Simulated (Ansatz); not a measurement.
# P_N in GaN (F-43m): charge-transition levels and formation energies

Charge states of P_N in GaN (F-43m), set against the band edges. Model: a cell of 54 host atoms with 1 N taken out and 1 P put in.

Calculated with Ansatz 0.2.0; place-levels on r2SCAN runs: charge-transition levels and formation energies with image-charge correction and potential alignment at the atomic sites; PAW set soft_1.

## (1) Set-up

The cell holds 54 atoms: 27 Ga, 26 N and 1 P. Its edges and angles: a = 9.542 Å, b = 9.542 Å, c = 9.542 Å, α = 60.0°, β = 60.0°, γ = 60.0°. It derives from GaN (space group F-43m). Nearest the centre at fractional (0.417, 0.417, 0.417): P28 at 0.00 Å, Ga29 at 1.95 Å, Ga45 at 1.95 Å, Ga33 at 1.95 Å, Ga27 at 1.95 Å, N46 at 3.18 Å, N34 at 3.18 Å, N16 at 3.18 Å.

Coordinates:

```xyz
54
Lattice="0.0000 6.7473 6.7473 6.7473 0.0000 6.7473 6.7473 6.7473 0.0000" Properties=species:S:1:pos:R:3 pbc="T T T"
Ga    0.0000    0.0000    0.0000
N     1.1245    1.1245    1.1245
Ga    2.2491    2.2491    0.0000
N     3.3736    3.3736    1.1245
Ga    4.4982    4.4982    0.0000
N     5.6227    5.6227    1.1245
Ga    2.2491    0.0000    2.2491
N     3.3736    1.1245    3.3736
Ga    4.4982    2.2491    2.2491
N     5.6227    3.3736    3.3736
Ga    6.7473    4.4982    2.2491
N     7.8718    5.6227    3.3736
Ga    4.4982    0.0000    4.4982
N     5.6227    1.1245    5.6227
Ga    6.7473    2.2491    4.4982
N     7.8718    3.3736    5.6227
Ga    8.9964    4.4982    4.4982
N    10.1209    5.6227    5.6227
Ga    0.0000    2.2491    2.2491
N     1.1245    3.3736    3.3736
Ga    2.2491    4.4982    2.2491
N     3.3736    5.6227    3.3736
Ga    4.4982    6.7473    2.2491
N     5.6227    7.8718    3.3736
Ga    2.2491    2.2491    4.4982
N     3.3736    3.3736    5.6227
Ga    4.4982    4.4982    4.4982
P     5.6227    5.6227    5.6227
Ga    6.7473    6.7473    4.4982
N     7.8718    7.8718    5.6227
Ga    4.4982    2.2491    6.7473
N     5.6227    3.3736    7.8718
Ga    6.7473    4.4982    6.7473
N     7.8718    5.6227    7.8718
Ga    8.9964    6.7473    6.7473
N    10.1209    7.8718    7.8718
Ga    0.0000    4.4982    4.4982
N     1.1245    5.6227    5.6227
Ga    2.2491    6.7473    4.4982
N     3.3736    7.8718    5.6227
Ga    4.4982    8.9964    4.4982
N     5.6227   10.1209    5.6227
Ga    2.2491    4.4982    6.7473
N     3.3736    5.6227    7.8718
Ga    4.4982    6.7473    6.7473
N     5.6227    7.8718    7.8718
Ga    6.7473    8.9964    6.7473
N     7.8718   10.1209    7.8718
Ga    4.4982    4.4982    8.9964
N     5.6227    5.6227   10.1209
Ga    6.7473    6.7473    8.9964
N     7.8718    7.8718   10.1209
Ga    8.9964    8.9964    8.9964
N    10.1209   10.1209   10.1209
```

Screening for the image-charge correction: ε∞ = 6.00, ε0 = 10.56, computed on the host (DFPT, PBEsol, on the r2SCAN cell), and a cell off the functional's own equilibrium shifts the ionic part.

The cell's shortest repeat is 9.5 Å.

## (2) The runs of each charge state

A transition level is the Fermi level at which two charge states cost the same, so each charge needs its own total energy, at its own relaxed structure.

Each atom starts 0.05 Å or so off its site in a random direction: a symmetric start keeps its symmetry, and would miss off-centre moves and Jahn–Teller distortions. Forces are taken on a 2×2×2 shifted mesh. The cell holds 1 electron more than the neutral one, with a uniform background that keeps it neutral on the whole. The electron count is odd, so at least one spin is unpaired; this run locks the moment at 1 μB.

The sampling was tested on the host first: at the k-points planned (1x1x1 shifted 0.25 0.25 0.25) its energy lies 0.067 eV an atom from the dense-mesh value, so the final energies take a denser sampling.

One state's input; the others differ in charge, spin, start and seed, and in occupations where the table says so.

Input file qm1_M1.relax/input.yaml:

```yaml
crystal:
  lattice:
    - [0.0, 2.24909694, 2.24909694]
    - [2.24909694, 0.0, 2.24909694]
    - [2.24909694, 2.24909694, 0.0]
  atoms:
    - { symbol: Ga, position: [0.0, 0.0, 0.0] }
    - { symbol: "N", position: [0.25, 0.25, 0.25] }
  supercell: [3, 3, 3]
  defects: [{ substitution: { at: 27, symbol: P } }]
total_charge: -1
basis:
  ecutwfc: 500
  xc_grid: 2
hamiltonian:
  xc: r2scan
  pseudopotentials: { kind: paw, azcp: { folder: soft_1 } }
kpoints:
  mp_grid: { grid: [2, 2, 2], shift: [0.5, 0.5, 0.5] }
magnetization:
  spin_polarized: true
  initial_magnetization: 1
  spin_locking: { lock_magnetization: hard }
scf:
  occupations: { method: fixed }
  max_iter: 100
output:
  forces: true
  charged_corrections: { epsilon: 6.0, static_epsilon: 10.56 }
relax:
  f_tol: 0.02
  max_steps: 80
  random_displacement: { amplitude: 0.05, seed: 8314 }
checkpoint:
  write: "../qm1_M1.relax.run"
  compress: false
  write_wavefunctions: true
  write_every: 100000
```

The run is started by

```sh
$ ansatz run input.yaml --threads 4 --pin off --max-ram 7536MiB --backend cpu --events-out ev --progress --plain --runs-dir out
```

The run of this state that the levels use, under r2SCAN:

Input file qm1_M1.point/input.yaml:

```yaml
crystal:
  checkpoint: "../qm1_M1.relax.run"
  host: checkpoint
total_charge: -1
basis:
  ecutwfc: 500
  xc_grid: 2
hamiltonian:
  xc: r2scan
  pseudopotentials: { kind: paw, azcp: { folder: soft_1 } }
kpoints:
  mp_grid: { grid: [2, 2, 2], shift: [0.5, 0.5, 0.5] }
magnetization:
  spin_polarized: true
  initial_magnetization: 1
  spin_locking: { lock_magnetization: hard }
scf:
  occupations: { method: fixed }
  max_iter: 100
output:
  forces: true
  eigenvalues: true
  charged_corrections:
    epsilon: 6.0
    static_epsilon: 10.56
    defect_position: [0.416667, 0.416667, 0.416667]
  eigenstates: { localisation: true }
  populations: true
  efg: {}
  band_densities: [{ bands: [v1, v1] }, { bands: [c1, c1] }]
  write_density: true
  write_potential: true
  volumetric_format: npy
checkpoint:
  read: "../qm1_M1.relax.run"
  write: "../qm1_M1.point.run"
  compress: false
  write_wavefunctions: false
  write_every: 100000
```

Relaxations under r2SCAN at a 2×2×2 shifted mesh; times on 4 threads of Arm Neoverse V1, shared host:

```tsv
charge	moment (μB)	occupations	outcome	steps	largest displacement against the far atoms (Å)	time
−1	1	fixed	converged	5	0.24	12 min
0	0	fixed	converged	5	0.22	5 min
+1	1	fixed	converged	6	0.26	16 min
```

Single points under r2SCAN at a 2×2×2 shifted mesh; times on 4 threads of Arm Neoverse V1, shared host:

```tsv
charge	moment (μB)	occupations	outcome	time
−1	1	fixed	converged	2.1 min
0	0	fixed	converged	56 s
+1	1	fixed	converged	1.9 min
```

Distances (Å) from P28 to the nearest atoms after relaxation with r2SCAN:

```tsv
charge	moment (μB)	1.	2.	3.	4.	5.	6.
−1	1	Ga 2.18	Ga 2.18	Ga 2.18	Ga 2.18	N 3.23	N 3.23
0	0	Ga 2.17	Ga 2.17	Ga 2.17	Ga 2.17	N 3.23	N 3.23
+1	1	Ga 2.18	Ga 2.20	Ga 2.20	Ga 2.22	N 3.21	N 3.22
```

## (3) Levels against the band edges, r2SCAN

A charged cell interacts with its images and the background, and its potential has another zero than the host's. place-levels removes the first by a point-charge model, screened by the static dielectric constant since the ions have relaxed around the charge, and the second by comparing potentials at atoms far from the defect.

The host is a run of the defect-free crystal in the same cutoffs, grids and k-points, so that basis and sampling errors cancel in part in the differences. The host is run in a cell of 2 atoms on a matching mesh. Its band edges are searched through the zone by a band path, so the gap is smaller than, or equal to, that on the mesh. Chemical potentials are energies per atom of N (N2 molecule) and P (black phosphorus), run with the same functional and cutoff.

Input file levels.point.yaml:

```yaml
host:
  run: host.point.run
states: [qm1_M1.point.run, q0.point.run, qp1_M1.point.run]
geometry_from:
  qm1_M1.point.run: qm1_M1.relax.run
  q0.point.run: q0.relax.run
  qp1_M1.point.run: qp1_M1.relax.run
  host.point.run: host.relax.run
chemical_potentials:
  "N":
    energy: -384.814403
    dataset: "<sha256 of the dataset>"
  P:
    energy: -759.166194
    dataset: "<sha256 of the dataset>"
epsilon: 6.0
static_epsilon: 10.56
vertical:
  - { from: qm1_M1.point.run, to: qm1_M1.point_neutral.run }
  - { from: qp1_M1.point.run, to: qp1_M1.point_neutral.run }
```

The run is started by

```sh
$ ansatz place-levels levels.point.yaml -- --threads 4 --pin off --max-ram 7536MiB
```

Numbers of over 12 decimals in the logs are rounded to 6 here.

Output:

```text
[... repeated set-up lines and file paths are left out, and long positions are rounded to six places ...]
(+1/0) 0.024 eV above the valence edge, 2.145 eV under the conduction edge
(0/-1) 2.214 eV above the valence edge (+3.695 eV without the band-filling correction), in the conduction band
formation energy of charge +1: +2.640 eV with the Fermi level at the valence edge
formation energy of charge 0: +2.664 eV with the Fermi level at the valence edge
formation energy of charge -1: +4.878 eV with the Fermi level at the valence edge
vertical -1 to 0: no energy, since no alignment is typed
  the change from vertical[0].from (qm1_M1.point.run) to vertical[0].to (qm1_M1.point_neutral.run): by its potential at epsilon 6 it stands at 0.185 0.185 0.185, with an rms radius of about 5.0 Å (2.9 2.9 2.9 Å across the planes of the cell's vectors); [...]
vertical +1 to 0: no energy, since no alignment is typed
  the change from vertical[1].from (qp1_M1.point.run) to vertical[1].to (qp1_M1.point_neutral.run): by its potential at epsilon 6 it stands at 0.408 0.406 0.415, with an rms radius of about 2.7 Å (1.5 1.4 1.8 Å across the planes of the cell's vectors); [...]
  edges by r2scan, gap 2.168 eV; the host is sampled to repeats of 19.08 Å
  the defect's cells are sampled to repeats of 19.08 Å, like sampling
  charge +1: -113143.3196 eV with its correction of +0.342 eV, at epsilon 10.56, aligned at sites: +0.1107 eV, mean over 19 atomic sites at or beyond 4.77 Å from the defect at [0.4167, 0.4167, 0.4167], with +0.000000 for the charge's moments and without [...]
  charge 0: +0.000 eV for its dipole among its images, +0.000 omitted
  charge -1: -113120.7021 eV with its correction of -0.032 eV, at epsilon 10.56, aligned at sites: +0.2638 eV, mean over 19 atomic sites at or beyond 4.77 Å from the defect at [0.4167, 0.4167, 0.4167], with +0.000000 for the charge's moments and without [...]
  of states[2] (qp1_M1.point.run): it parts from the run at its places by a charge that spreads by about 1.8 Å along one vector (1.3 Å or more is wide), by its potential at epsilon 6, taken for that of held ions (one typed too small widens it), where the cell [...]
  of states[1] (q0.point.run): its alignment with the host at atomic sites is doubtful: the mean over the far sites moves by +0.0735 eV from their farther parts to their nearer, more than 0.05 eV. [...]
  of states[0] (qm1_M1.point.run): it parts from the run at its places by a charge that spreads by about 2.9 Å along one vector (1.3 Å or more is wide), by its potential at epsilon 6, taken for that of held ions (one typed too small widens it), where the cell [...]
  of vertical[0].from (qm1_M1.point.run): stability_check_not_made; [...]
  of vertical[1].from (qp1_M1.point.run): band_overlap_at_count; stability_check_not_made; of the run under geometry_from: band_overlap_at_count; [...]
```

Elapsed: 0.34 s, on 4 threads of Arm Neoverse V1, shared host.

Levels between the charges placed, in eV above the valence top:

```tsv
	gap (eV)	(+1/0)	(0/−1)
r2SCAN	2.17	0.02	2.21
```

Corrections by state:

```tsv
charge	moment (μB)	image terms and alignment (eV)	band filling (eV)	ε used	over the lowest of its charge, as the program ranks them, band filling apart (eV)
+1	1.0	0.342	-	10.56	0.000
0	0.0	0.000	-	-	0.000
−1	1.0	-0.032	-1.481	10.56	0.000
```

The charged structures listed were also run neutral, and place-levels reads from each pair, by the potential or the spins, how wide the charge is by which they differ; that can be the carrier of either run.

```tsv
charge	rms radius (Å)	spread where it is widest against the cell (Å)	wide from (Å)	reading
+1	2.7	1.76	1.35	wide
−1	5.0	2.90	1.35	wide
```

The neutral runs of these pairs need not share the spin of the lowest neutral state, and very wide values only mean spread over the cell.

From the program's caveats on the states, each cut to its opening words:

- charge +1 (1 μB): it parts from the run at its places by a charge that spreads by about 1.8 Å along one vector (1.3 Å or more is wide), by its potential at epsilon 6, taken for [...]
- charge +1 (1 μB): its alignment with the host at atomic sites is doubtful: the mean over the far sites moves by -0.0559 eV from their farther parts to their nearer, more than [...]
- charge +1 (1 μB): filled levels lie above empty ones at the fixed electron count
- charge +1 (1 μB), −1 (1 μB): flagged: stability check not made
- charge 0: its alignment with the host at atomic sites is doubtful: the mean over the far sites moves by +0.0735 eV from their farther parts to their nearer, more than [...]
- charge −1 (1 μB): it parts from the run at its places by a charge that spreads by about 2.9 Å along one vector (1.3 Å or more is wide), by its potential at epsilon 6, taken for [...]
- charge −1 (1 μB): a band-filling correction moves a carrier to the host's band edge, which changes its energy by -1.481 eV
- charge −1 (1 μB): its alignment with the host at atomic sites is doubtful: the mean over the far sites moves by +0.0671 eV from their farther parts to their nearer, more than [...]

The host's formation energy from the elements is -0.646 eV per atom; it sets how far the chemical potentials can move.

Formation energies (eV), Ga-rich (Δμ(Ga) = 0.00 eV, Δμ(N) = -1.29 eV, Δμ(P) = 0.00 eV):

```tsv
charge	Fermi level at the valence top	at the conduction bottom
+1	1.35	3.52
0	1.37	1.37
−1	3.59	1.42
```

Formation energies (eV), N-rich (Δμ(N) = 0.00 eV, Δμ(Ga) = -1.29 eV, Δμ(P) = 0.00 eV):

```tsv
charge	Fermi level at the valence top	at the conduction bottom
+1	2.64	4.81
0	2.66	2.66
−1	4.88	2.71
```

## (4) What came out

| Property | Result |
| --- | --- |
| gap of the host | 2.17 eV (r2SCAN) |
| level (plus 1/0) | 0.02 eV above the valence top |
| level (0/minus 1) | 2.21 eV above the valence top, past the conduction bottom (3.69 eV above the valence top without the band-filling term) |
| lowest of the charges placed, just above the valence top (0.02 eV) | +1 |
| lowest of the charges placed, just below the conduction bottom (0.02 eV) | 0 |
| lowest formation energy at mid-gap of the charges run, Ga-rich | 1.37 eV |
| lowest formation energy at mid-gap of the charges run, N-rich | 2.66 eV |

Of the charges placed (−1, 0 and +1), the lowest changes at 0.02 eV (+1/0) above the valence top, in a gap of 2.17 eV. (+1/0) lies nearer to a band edge than the share of the finite-size correction in it (0.34 eV), and that correction holds for a localised charge alone. (+1/0) lies 0.02 eV from a band edge, less than the doubt on such levels. Charges above +1 were not placed, so these runs say nothing of levels that involve them. States placed: +1 at 1 μB; 0 at 0 μB; −1 at 1 μB. Other spin states or structures, where not listed, weren't placed. The program finds carriers beyond a band edge of the host and adds a band-filling term at charge −1 (-1.48 eV); steps to such a charge show no bound level, and a defect level inside a band would be read the same way. P is taken at its element; compounds, which aren't counted here, bound the chemical potentials and would shift these formation energies. The program doubts the alignment of potentials for at least one state, a sign that the cell is small. What this leaves open: r2SCAN makes the gap too small and tends to spread out bound carriers; where a gas molecule sets a chemical potential or the host's formation energy, its binding is uncorrected.

[Logs are printed without paths, hosts, clocks, repeated set-up lines and the standing remarks that a program may print on its own settings, such as how far it seeks lower states.]

[Hosts, paths, dates, database ids (printed as entryN), source tags and the programs' standing remarks are cut or masked in the printed files.]

[Where a table of states has a column of steps, it counts the stored structures, which are thinned; the runs took as many ionic steps or more.]

[A defect's name tells the site on which it was built; relaxed atoms can leave that site.]

[For some hosts the program warned that the k-mesh of the response run may be too coarse for force constants and the static dielectric constant; such warnings are not shown here.]
